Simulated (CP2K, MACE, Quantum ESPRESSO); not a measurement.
# Pressure against volume in a static frame of amorphous polyethylene (as short chains C12H26) from 300 K (76 atoms), QE, PBE+D3(BJ)

Density of this cell: 0.807 g/cm³. The cell holds 76 atoms: 24 C and 52 H. Its edges and angles: a = 8.883 Å, b = 8.883 Å, c = 8.883 Å, α = 90.0°, β = 90.0°, γ = 90.0°. 2 polyethylene chains of 5 units with methyl end groups placed at random, at 0.807 g/cm³; overlaps pushed apart, then 20 ps at 800 K with MMFF94 bonds, angles, torsions, charges and radii (Halgren, J. Comput. Chem. 17, 490 (1996)) in harmonic and 12-6 forms. Snapshot after 30 ps at 300 K and fixed volume. Then the atoms were relaxed with MACE MPA-0 medium in the fixed cell. Then the atoms were relaxed with CP2K double zeta, PBE+D3(BJ).

Calculated with Quantum ESPRESSO 7.5: PBE+D3(BJ); plane waves, SSSP efficiency, 60/480 Ry; k-points Γ. The unchanged cell has V0 = 9.2238 Å³ an atom and P0 = -0.361 GPa. It is scaled evenly, and CP2K double zeta, PBE+D3(BJ) relaxes the atoms at each volume before the single point.

| volume (Å³/atom) | pressure (GPa) |
| --- | --- |
| 8.6703 | ? |
| 8.9470 | -0.201 |
| 9.5005 | -0.4833 |
| 9.7772 | -0.4613 |

**Question.** Fit a second-order expansion in ln V to the rows given and extrapolate to the withheld row.

**Working.**

To second order in u = ln(V/V0), P = P0 − B u + ½ B B′ u², with B the bulk modulus at V0 and B′ its pressure derivative. So v = (P − P0)/u is a line in u, with intercept −B and slope ½ B B′.

| u | v (GPa) |
| --- | --- |
| -0.0304592 | -5.24308 |
| 0.0295588 | -4.14766 |
| 0.0582689 | -1.72648 |

With n = 3: mean u = 0.0191228, mean v = -3.70574, Σ(u − ū)² = 0.0040997, Σ(u − ū)(v − v̄) = 0.14909. Slope b = 0.14909 / 0.0040997 = 36.367; intercept a = v̄ − b ū = -4.4012.

So B = 4.40 GPa and B′ = 2b/B = 17. At the withheld volume u = -0.06188, v = a + b u = -6.651 GPa, and P = P0 + u v.

Prediction at 8.6703: 0.05086 GPa. The run gave -0.1613 GPa, so the fit is high by 0.21 GPa (132 % of the value).

B′ = 17 rests on three points, and the miss at the fourth puts it in doubt. Among the rows given, the largest miss of the fit is at 9.7772, by 0.032 GPa (10 % of the range of the table).

Limits: Static cells at zero temperature, with the cell shape held. The atoms follow CP2K double zeta, PBE+D3(BJ), not this level's own minimum.

[Hosts, paths, dates, database ids (printed as entryN), source tags and the programs' standing remarks are cut or masked in the printed files.]

[The MMFF94 radii named for the starting cell were scaled by 0.96; in molecules described by MMFF94, hydrogen bound to N, O or S took a small fixed 12-6 site in their place.]
